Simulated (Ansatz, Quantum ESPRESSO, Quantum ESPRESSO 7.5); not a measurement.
# 1T-TiTe2, 1 layer: biaxial strain by an ASE script

Wanted: deformation of the bands of 1T-TiTe2, 1 layer, driven from Python.

Method: plane-wave DFT, PBE, GBRV ultrasoft pseudopotentials (geometry by Ansatz 0.2.0 with PAW datasets; geometry under PBE), in Quantum ESPRESSO 7.5.

This is a report of a sequence of runs, with most program output left out.

## 1. The starting structure

The cell holds 3 atoms: 2 Te and 1 Ti. Cell: a = 3.750 Å, b = 3.750 Å, c = 18.676 Å, α = 90.0°, β = 90.0°, γ = 120.0°. It derives from TiTe2. Vacuum lies along c.

## 2. Relaxation with Ansatz

A relaxation in Ansatz fixes the structure of this slab for the runs on it.

input.yaml

```yaml
crystal:
  lattice:
    - [3.75, 0.0, 0.0]
    - [-1.875, 3.2475952642, 0.0]
    - [0.0, 0.0, 18.6759216531]
  atoms:
    - { symbol: Te, position: [0.6666666667, 0.3333333333, 0.4015866065] }
    - { symbol: Ti, position: [0.0, 0.0, 0.5] }
    - { symbol: Te, position: [0.3333333333, 0.6666666667, 0.5984133935] }
kpoints:
  mp_grid: { grid: [12, 12, 1] }
hamiltonian:
  xc: pbe
scf:
  occupations: { method: fermi_dirac, width: 0.05 }
  convergence: { dr2_threshold: 1.0e-08 }
efield:
  axis: 3
  dipole_correction: true
  ramp_position: 0.97
  ramp_width: 0.04
relax:
  f_tol: 0.01
  cell: { fix: [c, alpha, beta] }
output:
  write_potential: true
  write_density: true
  volumetric_format: npy
```

Launch:

```console
> ansatz run input.yaml --threads 2 --pin off --max-ram 4096MiB --backend cpu --events-out ev --progress --plain --runs-dir out
```

Elapsed: 19 s, on 2 threads of Arm Neoverse V2, shared host; peak memory 0.49 GiB; 37 s of CPU time.

Step by step:

```
step  energy less that of the first step (eV)  largest force component (eV/Å)  pressure (GPa)  volume (Å³)
   1                                   0.0000                          0.7298           -1.16       227.44
   2                                   0.0095                          0.8554            1.31       228.97
   3                                  -0.0698                          0.0566           -0.12       228.47
   4                                  -0.0703                          0.0047            0.00       228.03
  5*                                  -0.0704                          0.0047            0.00       228.03
```

Relaxation steps marked * repeat the geometry before them on a plane-wave basis chosen anew for their cell, so energy and pressure can jump there. Relaxation step 2 was tried and not accepted.

Forces are held to the 6 operations that the run works with; a distortion that breaks them can't arise in this run.

```csv
cell as run,before,after,change
a (Å),3.750,3.755,+0.1 %
b (Å),3.750,3.755,+0.1 %
```

The atoms that moved most (Å, along periodic axes as changes of fractional coordinates times the final cell, across vacuum about the mean position):

| atom | dx | dy | dz | length |
| --- | --- | --- | --- | --- |
| Te3 | 0.000 | 0.000 | -0.096 | 0.096 |
| Te1 | 0.000 | 0.000 | 0.096 | 0.096 |

The relaxed structure:

```xyz
3
Lattice="3.7548 0.0000 0.0000 -1.8774 3.2518 0.0000 0.0000 0.0000 18.6759" Properties=species:S:1:pos:R:3
Te    1.8774    1.0839    7.5965
Ti    0.0000    0.0000    9.3380
Te    0.0000    2.1679   11.0794
```

Numbers from this step:

| Item | Value |
| --- | --- |
| free energy | -16461.6634 eV |
| energy at zero smearing | -16461.6582 eV |
| smearing term TS | 0.01051 eV |
| Fermi energy | 0.4441 eV |
| symmetry operations | 6 |
| work function of the upper face | 4.858 eV |
| work function of the lower face | 4.858 eV |
| dipole along the normal | -4.63e-6 e·Å |

## 3. The script

Under ESM bc1 levels count from the vacuum, or from the mean of the two vacuum levels where the sheet has a dipole, so band edges at unlike strains can be compared.

Level of this step: plane-wave DFT, PBE, GBRV ultrasoft pseudopotentials (Quantum ESPRESSO 7.5).

run.py

```python
import json
import numpy as np
from ase import Atoms
from ase.calculators.espresso import Espresso, EspressoProfile

profile = EspressoProfile(command='mpirun -n 2 pw.x -nk 2', pseudo_dir='../pseudo')
pseudopotentials = {'Te': 'te_pbe_v1.uspp.F.UPF', 'Ti': 'ti_pbe_v1.4.uspp.F.UPF'}
system = {'ecutwfc': 40, 'ecutrho': 200, 'occupations': 'smearing', 'smearing': 'fd', 'degauss': 0.002}


def calculator(name, kpts, **extra):
    data = dict(control=dict(tprnfor=True, verbosity='high', disk_io='none'),
                system=system | extra,
                electrons=dict(conv_thr=1e-09, mixing_beta=0.4, mixing_mode='plain',
                               electron_maxstep=100))
    return Espresso(profile=profile, directory=name, pseudopotentials=pseudopotentials, kpts=kpts, input_data=data)


def centre(atoms):
    z = atoms.positions[:, 2]
    atoms.positions[:, 2] -= (z.max() + z.min()) / 2  # ESM wants the slab about z = 0
    return atoms

sheet = Atoms(
    ['Te', 'Ti', 'Te'],
    scaled_positions=[
        [0.6666666667, 0.3333333333, 0.4067521740],
        [0.0000000000, 0.0000000000, 0.5000000034],
        [0.3333333333, 0.6666666667, 0.5932478226]],
    cell=[
        [3.754839291720, 0.000000000000, 0.000000000000],
        [-1.877419645860, 3.251786213757, 0.000000000000],
        [0.000000000000, 0.000000000000, 18.675921653100]],
    pbc=True)

rows = []
for strain in [-0.03, -0.015, 0.0, 0.015, 0.03]:
    atoms = sheet.copy()
    atoms.set_cell(sheet.cell.array * [[1 + strain], [1 + strain], [1]], scale_atoms=True)
    atoms = centre(atoms)
    atoms.calc = calculator(f's{strain:+.3f}', (12, 12, 1), assume_isolated='esm', esm_bc='bc1', nbnd=16)
    energy = atoms.get_potential_energy()
    levels = np.array([atoms.calc.get_eigenvalues(kpt=i) for i in range(len(atoms.calc.get_ibz_k_points()))])
    top, bottom = levels[:, 11].max(), levels[:, 12].min()
    direct = (levels[:, 12] - levels[:, 11]).min()
    rows.append([strain, energy, top, bottom, direct])
    print(f'strain {strain:+.3f}: E = {energy:.5f} eV, valence top {top:.3f}, conduction bottom {bottom:.3f}, '
          f'gap {bottom - top:.3f}, least direct gap {direct:.3f} eV')

x, energy, top, bottom, direct = np.array(rows).T
area = np.linalg.norm(np.cross(*sheet.cell[:2]))
stiffness = np.polyfit(x, energy, 2)[0] / area * 16.0218  # C11 + C12, heights clamped
print(f'valence and conduction edges move by {np.polyfit(x, top, 1)[0]:.2f} and {np.polyfit(x, bottom, 1)[0]:.2f} eV per unit biaxial strain')
print(f'C11 + C12 with clamped heights: {stiffness:.1f} N/m')
json.dump(dict(rows=rows, stiffness=stiffness), open('result.json', 'w'))
```

Launch:

```console
> OMP_NUM_THREADS=1 python run.py
```

Elapsed: 6.2 min, on 2 MPI ranks; peak memory 0.47 GiB; 12 min of CPU time.

This step gave:

```
biaxial stiffness : 88.50 N/m
```

Table of band edge from the vacuum level by biaxial strain:

```
biaxial strain (%)  valence top (eV)  conduction bottom (eV)
             -3.00             -4.22                   -4.94
             -1.50             -4.31                   -4.95
              0.00             -4.41                   -4.96
              1.50             -4.49                   -4.98
              3.00             -4.58                   -4.99
```

Table of gap by biaxial strain:

```
biaxial strain (%)  on the mesh (eV)  least direct (eV)
             -3.00            -0.723                  0
             -1.50            -0.635             0.0122
              0.00            -0.554             0.0793
              1.50            -0.482              0.134
              3.00            -0.418              0.178
```

The energy over the lowest by biaxial strain:

```
biaxial strain (%)  energy over the lowest (meV)
             -3.00                          67.1
             -1.50                          16.9
              0.00                             0
              1.50                          13.2
              3.00                          54.2
```

## 4. Running the series: PBEsol, GBRV ultrasoft

Level of this step: plane-wave DFT, PBEsol, GBRV ultrasoft pseudopotentials (Quantum ESPRESSO 7.5).

run.py is the input of step 3 with these lines changed:

```diff
@@ -6,3 +6,3 @@
 profile = EspressoProfile(command='mpirun -n 2 pw.x -nk 2', pseudo_dir='../pseudo')
-pseudopotentials = {'Te': 'te_pbe_v1.uspp.F.UPF', 'Ti': 'ti_pbe_v1.4.uspp.F.UPF'}
+pseudopotentials = {'Te': 'te_pbesol_v1.uspp.F.UPF', 'Ti': 'ti_pbesol_v1.4.uspp.F.UPF'}
 system = {'ecutwfc': 40, 'ecutrho': 200, 'occupations': 'smearing', 'smearing': 'fd', 'degauss': 0.002}
```

Launch:

```console
> OMP_NUM_THREADS=1 python run.py
```

Elapsed: 6 min, on 2 MPI ranks; peak memory 0.47 GiB.

This step gave:

- biaxial stiffness: 82.97 N/m

The band edge from the vacuum level by biaxial strain:

```
biaxial strain (%)  valence top (eV)  conduction bottom (eV)
             -3.00             -4.29                   -5.03
             -1.50             -4.39                   -5.03
              0.00             -4.48                   -5.04
              1.50             -4.57                   -5.06
              3.00             -4.65                   -5.08
```

Table of gap by biaxial strain:

```csv
biaxial strain (%),on the mesh (eV),least direct (eV)
-3.00,-0.735,0
-1.50,-0.646,0
0.00,-0.566,0.0655
1.50,-0.494,0.120
3.00,-0.429,0.164
```

The energy over the lowest by biaxial strain:

| biaxial strain (%) | energy over the lowest (meV) |
| --- | --- |
| -3.00 | 1.87 |
| -1.50 | 0 |
| 0.00 | 29.7 |
| 1.50 | 87.5 |
| 3.00 | 171 |

## 5. Running the series, with maxstep = 4

Another try, with an input changed as a hurried user might.

Level of this step: plane-wave DFT, PBE, GBRV ultrasoft pseudopotentials (Quantum ESPRESSO 7.5).

run.py is the input of step 3 with these lines changed:

```diff
@@ -14,3 +14,3 @@
                 electrons=dict(conv_thr=1e-09, mixing_beta=0.4, mixing_mode='plain',
-                               electron_maxstep=100))
+                               electron_maxstep=4))
     return Espresso(profile=profile, directory=name, pseudopotentials=pseudopotentials, kpts=kpts, input_data=data)
@@ -36,3 +36,3 @@
 rows = []
-for strain in [-0.03, -0.015, 0.0, 0.015, 0.03]:
+for strain in [-0.03, -0.015, 0.0]:
     atoms = sheet.copy()
```

Launch:

```console
> OMP_NUM_THREADS=1 python run.py
```

The job ended after 9 s (2 MPI ranks; peak memory 0.4 GiB).

The fault put into the input: too few SCF iterations (maxstep = 4).

More iterations help only where the error still falls; otherwise the mixing, the start or the set-up has to change.

## 6. The arithmetic

Under equal strain ε in the plane, E = A (C11 + C12) ε². From the points at ±1.5 %: d²E/dε² = (16.87 + 13.20 − 2 × 0.00) meV / 0.015² = 134 eV, and 134/(2 × 12.210 Å²) × 16.02 = 88 N/m.

## 7. Summary of results

```
C11 + C12, heights clamped, PBE, GBRV ultrasoft    : 88 N/m
C11 + C12, heights clamped, PBEsol, GBRV ultrasoft : 83 N/m
```

The sheet's biaxial stiffness comes to 88 N/m (PBE, GBRV ultrasoft). The bands overlap at every strain: the sheet is a metal, and edges by band count are no gaps. Heights are clamped under strain, which makes a sheet with several atomic planes too stiff. Zero strain is the PBE cell; under PBEsol the energy is lowest near -2.2 %, so its stiffness is taken away from its own minimum. Semilocal gaps are too small. Spin-orbit coupling is left out; depending on the atoms that carry the levels of interest, it can split and shift them by tens to hundreds of meV.

[Logs are printed without paths, hosts, clocks, repeated set-up lines and the standing remarks that a program may print on its own settings, such as how far it seeks lower states.]

[Hosts, paths, dates, database ids (printed as entryN), source tags and the programs' standing remarks are cut or masked in the printed files.]

[Maps of the electrostatic potential energy from Ansatz leave out the sawtooth potential of an applied field or a dipole correction, so their vacuum need not be flat; planar profiles and work functions include it.]
